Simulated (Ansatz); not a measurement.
# CoO (R-3m): from the cell to its phonons

Wanted: vibrations and spectra of CoO (R-3m); the cell is already relaxed.

Calculated with Ansatz 0.2.0; DFT PBE+U, scalar-relativistic, plane waves, PAW.

## Step 1: The starting structure

Symmetry: R-3m, No. 166, trigonal system. Conventional cell: a = 3.056 Å, b = 3.056 Å, c = 7.408 Å, α = 90.00°, β = 90.00°, γ = 120.00°. Co has 6 O at 2.15 Å nearest. Nearest to O lie 6 Co at 2.15 Å. Farther neighbours and most contacts between anions are not listed.

## Step 2: Modes at Γ

The cell comes from relaxations at this level that are not shown. The zone centre is the only wavevector solved here; it holds the modes that light can see, as far as symmetry allows. The response to a homogeneous field gives the Born charges and the dielectric tensor.

The input, input.yaml:

```yaml
crystal:
  lattice:
    - [2.1611123541, 0.0, -2.1611123542]
    - [2.1611123542, -2.1611123542, 0.0]
    - [-2.1311186936, -2.1311186936, -4.2922310477]
  atoms:
    - { symbol: Co, position: [0.0, 0.5, 0.5], spin: -2.8 }
    - { symbol: Co, position: [0.0, 0.0, 0.0], spin: 2.8 }
    - { symbol: O, position: [0.5, 0.25, 0.75] }
    - { symbol: O, position: [0.5, 0.75, 0.25] }
kpoints:
  mp_grid: { grid: [12, 12, 12] }
hamiltonian:
  xc: pbe
  hubbard: { sites: [{ species: Co, l: d, u_eff: 3.32 }] }
scf:
  occupations: { method: gaussian, width: 0.02 }
  convergence: { dr2_threshold: 1.0e-10 }
output:
  eigenvalues: true
  populations: true
magnetization:
  spin_polarized: true
phonons:
  method: dfpt
  dielectric: true
  rigid_motions: translations
```

Command:

```
$ ansatz run input.yaml --threads 4 --pin off --max-ram 7168MiB --backend cpu --events-out ev --progress --plain --runs-dir out
```

Numbers of over 12 decimals in the logs are rounded to 6 here.

The program printed:

```text
Co: projections on atomic orbitals take those of the free atom [Ne] 3s2 3p6 3d7 4s2, of charge +0.00 (hamiltonian.pseudopotentials.projection_atoms); the dataset's partial waves leave at most 1.4e-6 of an orbital's norm unspanned inside its sphere
O: projections on atomic orbitals take those of the free atom [He] 2s2 2p4, of charge +0.00 (hamiltonian.pseudopotentials.projection_atoms); the dataset's partial waves leave at most 1.9e-8 of an orbital's norm unspanned inside its sphere
Engine: ansatz 0.2.0, aarch64-unknown-linux-gnu
Pseudopotentials: kind: paw
Pseudopotential: Co, paw, valence charge 17, recommended cutoff 420 eV (normal), Co.paw.azcp
Pseudopotential: O, paw, valence charge 6, recommended cutoff 420 eV (normal), O.paw.azcp
Functional definition: PBE
  parameter kappa = 0.804
  parameter beta = 0.066725
  exchange = pbe_x(kappa = kappa, mu = beta*pi^2/3)
  correlation = pbe_c(beta = beta)
Crystal: 4 atoms, lattice volume = 39.953 Å³
Basis set: ecut = 420 eV, 791 PW (Γ), exchange–correlation on 72×72×72 points (8 copies of the dense FFT grid, shifted against one another)
Bands: 31, of which v1, the nominal top of the filled ones, is band 23 counted from 1 (22 counted from 0)
Symmetry: 12 space group operations
Space group: R-3m (ITA 166), of the structure as read, at distance tolerance 3.4e-5 Å
Magnetic group: BNS 166.102 (UNI 1332), of the structure as read, at distance tolerance 3.4e-5 Å
k-points: 189 of 1728
Non-local potential: Co, projectors of the file, l = 0: 3, l = 1: 2, l = 2: 3, l = 3: 1
Non-local potential: O, projectors of the file, l = 0: 2, l = 1: 2, l = 2: 1
PAW form: soft (Blöchl's): semilocal exchange-correlation on the pseudo side does not see the compensation charge
PAW one-centre angular grid: Co, 590 points (default); XC on 64 Gauss nodes
PAW one-centre angular grid: O, 110 points (default); XC on 64 Gauss nodes
Initial density: superposition of atomic densities (chi_scale 0.1, normalization cell, long waves kept (reshape's long-wave potential 0.00 eV rms))
Starting moments: Σ|m| = 5.6 μB on 2 of 4 sites
Starting magnetic order: antiferromagnet; a translation exchanges its spin sublattices: spin-degenerate at every k-point
Initial wavefunctions: pseudopotential atomic-orbital guess
Functional: x = pbe(κ = 0.804, μ = 0.219515), c = pbe(β = 0.066725)
SCF 1 converged in 20 iterations: F = -11381.170459 eV  dr2 = 6.08e-11
  greatest PAW one-centre occupation: 1.004 electrons in one spin orbital (limit 2), on the Co atom at site 1 (counted from 0), in its partial waves of l = 1
Initial density: handed on by an earlier stage of this run
Starting moments: Σ|m| = 5.6 μB on 2 of 4 sites; this step starts from the density that it was given
Initial wavefunctions: those handed on with the density
SCF 2 converged in 10 iterations: F = -11383.006058 eV  dr2 = 3.84e-12
Symmetry: 4 space group operations
k-points: 476 of 1728
Initial density: read from a saved state, or passed on in memory by an earlier SCF of this step, an earlier step, the calling program or the single point that the run made first
Initial wavefunctions: those read from a saved state, or passed on in memory by an earlier step or the calling program
k-points: 476 of 1728 (irreducible under 2 space group operations, time reversal used)
Stability of the state it starts from, as read at its close in the collinear treatment: not read negative (a value of 1 − χ₀K of 0.43, by a stability probe under the symmetry group of the SCF that read it); nothing settles its magnetic order
iter 1 solved again at ethr=1.71e-8 eV; its pass at ethr=3.10e-3 eV (dr2=7.86e-6 eV) is discarded
SCF iter   1: F=—  HF=-11383.006059 eV  |F-HF|=—  |Δ(HF+E_count)|=         —  Δρ=2.98e-7 (↑2.98e-7 ↓2.98e-7)  dr2=7.51e-11  dr2_m=4.10e-12  M=0.000 μB ∫|m|=5.503 μB  β_m=0.30  ethr=1.71e-8  ⟨swp⟩=3.3  Hψ=98318  notcnv=0
eigensolver tolerance schedule: the retry pair's looser diagonalisation over-reported the residual by 104675.48 of it (diagonalisation noise at 1.37 of the residual, at the tolerance the schedule requests for it); recorded, not acted on — ethr = c·dr2/N_el stays at c = 1.0e-1
preconditioner: auto → none  [insulator: Δε(μ)=2.169 eV  Ē_g=12.388 eV  σ=0.020 eV  W_gap=1.00  n_scr=16 (ndim 8)  ℏωp=32.2 eV  f_vac=0.000  D(μ)=0.00/eV (n_scr^D=0)  ε∞_Penn≈7.7]
SCF iter   2: F=—  HF=-11383.006058 eV  |F-HF|=—  |Δ(HF+E_count)|=   6.10e-7  Δρ=1.64e-7 (↑1.64e-7 ↓1.64e-7)  dr2=2.66e-11  dr2_m=1.16e-12  M=0.000 μB ∫|m|=5.503 μB  β_m=0.25  ethr=1.00e-12  ⟨swp⟩=8.6  Hψ=81108  notcnv=0
SCF iter   3: F=-11383.006058 eV  HF=-11383.006058 eV  |F-HF|=5.46e-12  |Δ(HF+E_count)|=  5.46e-12  Δρ=8.37e-8 (↑8.37e-8 ↓8.37e-8)  dr2=5.57e-12  dr2_m=5.34e-13  M=0.000 μB ∫|m|=5.503 μB  ethr=1.00e-12  ⟨swp⟩=3.1  Hψ=51667  notcnv=0
SCF 3 converged in 3 iterations: F = -11383.006058 eV  dr2 = 5.57e-12
NSCF: frozen V_eff on 5 k-points
DFPT response loops at Γ: preconditioner auto → Resta (q_TF=auto, 2.793 Å⁻¹)  ε∞=5.3 (no band partly filled); β = 1.00, the filter's whole step (`scf.mixing.beta` (0.30) is not read by the response loops at its default; to damp them type it under 1.00, their step now; it binds the ground state too); Broyden in place of MSR1
SCF converged after 3 iterations
Magnetization: 0.0000 μB (23.0000 up, 23.0000 down)
Absolute magnetization: 5.4992 μB (∫|ρ↑−ρ↓|, with the PAW one-centre terms)
Spin contamination: 2.9030 ħ² per cell (⟨S²⟩ above its minimum at these occupations)
Per-site moments (μB) at R_I (Å): [(-2.545618, 0.888377), (2.545618, 0.888377), (1.0330302228097613e-16, 0.888377), (-7.578098315940793e-17, 0.888377)]
Free energy (F): -11383.006058 eV
Harris-Foulkes:  -11383.006058 eV  (|F-HF|=5.46e-12)
Internal energy: -11383.006058 eV  (E = F + TS)
E sigma→0 (E₀):  -11383.006058 eV
Fermi energy:    13.238936 eV
--- Per-component energies (eV) ---
  E_band       = -658.573775
  E_kinetic    = 1232.294201
  E_local      = -6965.953594  (includes V_loc(G=0)·N_el)
  E_nonlocal   = 1029.344787
  E_hartree    = 2856.148870
  E_xc         = -456.881671
  E_vxc        = -587.000266  (∫ρ·V_xc dr)
  E_hubbard    = 1.105871  (on-site DFT+U / exact-exchange correction)
  E_vhub       = -22.039463  (the Hubbard potential's part of the band-sum identity)
  E_paw        = -3354.257583  (= ΣΔE_a)
  E_vpaw       = -1057.521843  (= ΣTr[D̂ρ^β])
  E_aug_tail   = 0.004807  (compensation charges beyond the density's cutoff)
  E_ewald      = -5724.811746
  E_smearing   = -0.000000  (= −TS)
  E_closure    = 0.000000  (closes the sum)
  Σ components = -11383.006058   (vs F -11383.006058, Δ=0.00e0)
--- Band table (eV; the first three rows and the last of 952) ---
  k-point 0 ↑: bands = [... 19 lower, 10.6996, 10.7395, 11.1100, 11.1100, 14.3233, 14.8065, 16.0068, 16.0068, ... 4 higher]
  k-point 1 ↑: bands = [... 19 lower, 10.7876, 10.7876, 11.2184, 11.2184, 14.4683, 14.7937, 15.9932, 15.9932, ... 4 higher]
  k-point 2 ↑: bands = [... 19 lower, 10.7946, 10.7946, 11.4341, 11.4341, 14.7178, 14.8867, 15.9559, 15.9559, ... 4 higher]
  k-point 475 ↓: bands = [... 19 lower, 10.6186, 11.2224, 11.3901, 12.1539, 15.0147, 16.0468, 16.1636, 18.3748, ... 4 higher]
Occupation matrices written to <dir>
--- Phonons (Γ-DFPT): 3 representative perturbations + reference, on 476 of 1728 k-points (Σ response iterations 41) ---
  k mesh reduced under 2 symmetry operations, with k and −k counted as one. Each operation leaves every solved perturbation unchanged. A smaller set is not considered because the run has a Hubbard term
  ASR residual: 1.231e-4 → 0.000e0 eV/Å²; symmetrization residual: 1.142e-6 eV/Å²
  ASR residual per site (eV/Å²): 5.53e-5 5.53e-5 1.23e-4 1.23e-4
  Γ frequencies (cm⁻¹): 0.00 0.00 0.00 177.68 177.68 248.50 248.50 270.23 284.98 332.71 332.71 490.80
  ε∞ (high-frequency dielectric tensor):
        6.202542    -0.021357    -0.021357
       -0.021357     6.202542    -0.021357
       -0.021357    -0.021357     6.202542
  ε⁰ (static dielectric tensor: ions relaxed, cell fixed):
       17.376599     2.167885     2.167885
        2.167885    17.376599     2.167885
        2.167885     2.167885    17.376599
  ε⁰ − ε∞ (ionic part):
       11.174057     2.189242     2.189242
        2.189242    11.174057     2.189242
        2.189242     2.189242    11.174057
  softest optical mode at Γ: 177.68 cm⁻¹; the repairs (sum rule, projections) moved no ω² at Γ by more than (1.54 cm⁻¹)²
  Born effective charges Z* (e; rows j = field, columns β = displacement):
    site 0:
         2.30558    0.05156    0.05156
         0.05156    2.30558    0.05156
         0.05156    0.05156    2.30558
    site 1:
         2.30558    0.05156    0.05156
         0.05156    2.30558    0.05156
         0.05156    0.05156    2.30558
    site 2:
        -2.30558   -0.05156   -0.05156
        -0.05156   -2.30558   -0.05156
        -0.05156   -0.05156   -2.30558
    site 3:
        -2.30558   -0.05156   -0.05156
        -0.05156   -2.30558   -0.05156
        -0.05156   -0.05156   -2.30558
  Z* charge neutrality: 6.748e-6 e pre-enforcement
  k-mesh period / interband length: 36.7 Å / 1.78 Å = 20.56 at k = (0.0000, 0.0000, 0.0000) (spin ↑), direct gap 3.213 eV — 14 or more, which is no proof of convergence
  optical modes at Γ without the LO–TO term, one row a degenerate level:
      ω (cm⁻¹)  modes    IR ((D/Å)²/amu)
        177.68      2             0.0000
        248.50      2             0.0000
        270.23      1            21.2751
        284.98      1             0.0000
        332.71      2            37.2608
        490.80      1             0.0000
  optical modes at Γ + LO–TO along q̂ = [1.0000, 0.0000, 0.0000]:
      ω (cm⁻¹)  modes    IR ((D/Å)²/amu)
        177.68      2             0.0000
        248.50      2             0.0000
        284.98      1             0.0000
        291.37      1            20.5601
        332.71      1            18.6304
        490.80      1             0.0000
        516.49      1            19.3454
  optical modes at Γ + LO–TO along q̂ = [0.0000, 1.0000, 0.0000]:
      ω (cm⁻¹)  modes    IR ((D/Å)²/amu)
        177.68      2             0.0000
        248.50      2             0.0000
        284.98      1             0.0000
        291.37      1            20.5601
        332.71      1            18.6304
        490.80      1             0.0000
        516.49      1            19.3454
  optical modes at Γ + LO–TO along q̂ = [0.0000, 0.0000, 1.0000]:
      ω (cm⁻¹)  modes    IR ((D/Å)²/amu)
        177.68      2             0.0000
        248.50      2             0.0000
        284.98      1             0.0000
        291.37      1            20.5601
        332.71      1            18.6304
        490.80      1             0.0000
        516.49      1            19.3454
--- Löwdin populations: 4 sites ---
  site symbol       q [e]    m [muB]
     0     Co     15.8246    -2.6344
     1     Co     15.8246     2.6344
     2      O      7.0508     0.0000
     3      O      7.0508     0.0000
  spilling = 0.005418 (of n_electrons = 46.000000)
```

It took 10 min on 4 threads of Arm Neoverse V1, shared host; peak memory 3.8 GiB; 38 min of CPU time.

In the SCF lines HF is the Harris–Foulkes energy and dr2 the Hartree energy of the density residual, in eV; the loop may stop once dr2 is under the threshold and the program's other checks hold. Hψ counts applications of the Hamiltonian.

Numbers from this step:

```
absolute magnetization                                  : 5.499 μB
site moments                                            : -2.546, 2.546, 1.03e-16, -7.58e-17 μB
gap on the k-mesh                                       : 2.169 eV
volume per atom                                         : 9.988 Å³
gap by spin                                             : 2.169, 2.169 eV
sum-rule residual before enforcement                    : 1.23e-4 eV/Å²
miss of the charge sum rule                             : 6.75e-6 e
highest optical mode at the zone centre (no LO-TO term) : 490.8 cm⁻¹
lowest optical zone-centre mode                         : 177.7 cm⁻¹
mean high-frequency dielectric constant                 : 6.202
largest Born charge (third of the trace)                : 2.306 e
mean static dielectric constant                         : 17.38
top of the zone-centre spectrum with the field          : 516.5 cm⁻¹
```

Without the LO-TO term. Patterns of degenerate modes are one choice out of their space. Modes at Γ, with each element's share of the kinetic energy:

| mode | frequency (cm⁻¹) | Co % | O % |
| --- | --- | --- | --- |
| 1 | 0.0 | 79 | 21 |
| 2 | 0.0 | 79 | 21 |
| 3 | 0.0 | 79 | 21 |
| 4 | 177.7 | 100 | 0 |
| 5 | 177.7 | 100 | 0 |
| 6 | 248.5 | 0 | 100 |
| 7 | 248.5 | 0 | 100 |
| 8 | 270.2 | 21 | 79 |
| 9 | 285.0 | 100 | 0 |
| 10 | 332.7 | 21 | 79 |
| 11 | 332.7 | 21 | 79 |
| 12 | 490.8 | 0 | 100 |

Displacements in mode 5 (177.7 cm⁻¹), the largest set to 1:
```
Co1  0.23 -1.00  0.77
Co2 -0.23  1.00 -0.77
O3   0.00  0.00  0.00
O4   0.00  0.00  0.00
```

Displacements in mode 11 (332.7 cm⁻¹), the largest set to 1:
```
Co1  0.01 -0.27  0.26
Co2  0.01 -0.27  0.26
O3  -0.03  1.00 -0.97
O4  -0.03  1.00 -0.97
```

Optical modes at the zone centre, without and with the macroscopic field of the longitudinal modes; each column is sorted by frequency, so a row need not hold one and the same mode. Modes with and without the field, by row:

| rank among optical modes | no field (cm⁻¹) | q along (1, 0, 0) (cm⁻¹) |
| --- | --- | --- |
| 1 | 177.7 | 177.7 |
| 2 | 177.7 | 177.7 |
| 3 | 248.5 | 248.5 |
| 4 | 248.5 | 248.5 |
| 5 | 270.2 | 285 |
| 6 | 285 | 291.4 |
| 7 | 332.7 | 332.7 |
| 8 | 332.7 | 490.8 |
| 9 | 490.8 | 516.5 |

Born charge (rows field, columns displacement) (e), principal values of the symmetric part by kind of site:

| atom | atoms with these values | low | middle | high | mean |
| --- | --- | --- | --- | --- | --- |
| Co1 | 2 | 2.25 | 2.25 | 2.41 | 2.31 |
| O3 | 2 | -2.41 | -2.25 | -2.25 | -2.31 |

In full for Co1:

```
2.31 0.05 0.05
0.05 2.31 0.05
0.05 0.05 2.31
```

High-frequency dielectric tensor:

```
 6.20 -0.02 -0.02
-0.02  6.20 -0.02
-0.02 -0.02  6.20
```

Static dielectric tensor (ions relaxed, fixed cell):

```
17.38  2.17  2.17
 2.17 17.38  2.17
 2.17  2.17 17.38
```

Transverse modes. Lines of the infrared spectrum (strongest = 100):

| position (cm⁻¹) | relative intensity |
| --- | --- |
| 178 | 0.0 |
| 248 | 0.0 |
| 270 | 57 |
| 285 | 0.0 |
| 333 | 100 |
| 491 | 0.0 |

Before it was imposed, the acoustic sum rule was missed by 1.2e-4 eV/Å² and the charge sum rule by 6.7e-6 e. Small misses are needed for a sound result but don't prove that mesh and cutoff are converged. The lowest optical mode is real, 178 cm⁻¹.

## Step 3: Finite displacements in a supercell

Finite displacements in a 2×2×2 supercell give force constants from forces alone. They are exact at the wavevectors that the supercell holds, where they check the linear-response result.

input.yaml, the sections that differ from step 2:

```yaml
scf:
  occupations: { method: gaussian, width: 0.02 }
output:
  eigenvalues: true
phonons:
  method: fd
  supercell: [2, 2, 2]
  temperatures: { t_max: 1000, t_step: 50 }
  qpath:
    path:
      - [[0.0, 0.0, 0.0], [0.0, 0.0, -1.0], [0.49647536, 0.24823768, -0.75176232]]
      - [[0.75176232, 0.50352464, 0.0], [0.5, 0.0, 0.0], [0.0, 0.0, 0.0], [0.75176232, 0.37588116, 0.37588116]]
      - [[0.62411884, 0.37588116, -0.37588116], [0.5, 0.5, -0.5], [0.0, 0.0, 0.0]]
    npoints: 10
  non_analytic_term:
    high_frequency_dielectric_tensor:
      - [6.2025, -0.0214, -0.0214]
      - [-0.0214, 6.2025, -0.0214]
      - [-0.0214, -0.0214, 6.2025]
    born_effective_charges:
      - { species: Co, tensor: [[2.3056, 0.0516, 0.0516], [0.0516, 2.3056, 0.0516], [0.0516, 0.0516, 2.3056]] }
      - { species: Co, tensor: [[2.3056, 0.0516, 0.0516], [0.0516, 2.3056, 0.0516], [0.0516, 0.0516, 2.3056]] }
      - { species: O, tensor: [[-2.3056, -0.0516, -0.0516], [-0.0516, -2.3056, -0.0516], [-0.0516, -0.0516, -2.3056]] }
      - { species: O, tensor: [[-2.3056, -0.0516, -0.0516], [-0.0516, -2.3056, -0.0516], [-0.0516, -0.0516, -2.3056]] }
    source: "zone-centre run at this cell"
# crystal, kpoints, hamiltonian, magnetization: as in step 2
```

The program printed:

```text
Warning: phonons: the dynamical matrix that this run interpolates holds no multipole term above the dipole-dipole one, and a site of this crystal is no centre of inversion, so its interpolated transverse optical and acoustic branches and sound speeds can stay off near Gamma, and the density of states and the thermodynamics with them. What a run solves at a wave vector of phonons.qpoints, Gamma apart, where the deck admits one, is free of this, and under fd what a larger phonons.supercell samples
Co: projections on atomic orbitals take those of the free atom [Ne] 3s2 3p6 3d7 4s2, of charge +0.00 (hamiltonian.pseudopotentials.projection_atoms); the dataset's partial waves leave at most 1.4e-6 of an orbital's norm unspanned inside its sphere
O: projections on atomic orbitals take those of the free atom [He] 2s2 2p4, of charge +0.00 (hamiltonian.pseudopotentials.projection_atoms); the dataset's partial waves leave at most 1.9e-8 of an orbital's norm unspanned inside its sphere
Engine: ansatz 0.2.0, aarch64-unknown-linux-gnu
Pseudopotentials: kind: paw
Pseudopotential: Co, paw, valence charge 17, recommended cutoff 420 eV (normal), Co.paw.azcp
Pseudopotential: O, paw, valence charge 6, recommended cutoff 420 eV (normal), O.paw.azcp
Functional definition: PBE
  parameter kappa = 0.804
  parameter beta = 0.066725
  exchange = pbe_x(kappa = kappa, mu = beta*pi^2/3)
  correlation = pbe_c(beta = beta)
Error: memory limit exceeded: the `energy derivatives` phase of `displaced supercell` needs 7.09 GiB against the run's memory maximum of 7.00 GiB; largest carriers: wavefunctions 3.14 GiB, hubbard atomic tables 1.42 GiB, hubbard raw tables 1.42 GiB, unmodelled-tail allowance 0.36 GiB, non-local projections 0.35 GiB; this run sums exchange and correlation above basis.xc_grid: 1 (its plan line states the level, which a [...]
with nothing else changed it takes a maximum of at least 7.09 GiB, with nothing to spare, and 7.80 GiB leaves up to a tenth: --max-ram 7.80GiB where that set the maximum, else more of the term that did, and with no share typed, where 7.80 GiB is over 0.88 of the host's memory or its container's limit, a share of 0.88 or more that holds the maximum too (--max-ram-frac F), where one does; The budget is ten elevenths of [...]
```

Elapsed: 12 s, on 4 threads; peak memory 0.21 GiB.

The program refused the input before any cycle.

The program's message: “memory limit exceeded: the `energy derivatives` phase of `displaced supercell` needs 7.09 GiB against the run's memory maximum of 7.00 GiB; largest carriers: wavefunctions 3.14 GiB, hubbard atomic tab …”

## Step 4: Outcome

```yaml
space_group_within_0p01_a: R-3m
volume_per_atom: 9.99 Å³
gap_on_the_k_mesh: 2.17 eV
highest_optical_mode_at_the_zone_centre_no_lo_to_term: 491 cm⁻¹
top_of_the_zone_centre_spectrum_with_the_field: 516 cm⁻¹
lowest_optical_zone_centre_mode: 178 cm⁻¹
mean_high_frequency_dielectric_constant: 6.20
mean_static_dielectric_constant: 17.4
largest_born_charge_third_of_the_trace: 2.31 e
imaginary_modes_at_gamma_the_only_wavevector_solved: none
net_magnetic_moment_of_the_cell_as_run: 0 μB
```

**Reading.** No mode at the zone centre of the cell as run is imaginary. Without the field, the optical modes at Γ span 178 to 491 cm⁻¹. The dispersion is not part of this account. The highest mode in this list at Γ, 490.8 cm⁻¹, is mostly motion of O (100 % of the kinetic energy). With the macroscopic field of the longitudinal modes the top of the zone-centre spectrum lies at 516 cm⁻¹, against 491 cm⁻¹ without it. Lattice motion raises the mean dielectric constant from 6.202 to 17.38. The strongest infrared line is at 333 cm⁻¹. The magnetic order is imposed (antiferromagnetic, q = (0.5, 0.5, 0.5), in the reciprocal basis of the primitive cell) and the runs use its cell of 4 atoms, a multiple of the chemical cell, so that Γ here also holds zone-boundary modes of the chemical cell; it can lower the symmetry of the database entry. The magnetic state is the one that the run reached from its starting moments; a lower one was not ruled out. These are harmonic frequencies at zero temperature: anharmonic shifts, linewidths and thermal expansion are left out.

[Logs are printed without paths, hosts, clocks, repeated set-up lines and the standing remarks that a program may print on its own settings, such as how far it seeks lower states.]

[Hosts, paths, dates, database ids (printed as entryN), source tags and the programs' standing remarks are cut or masked in the printed files.]
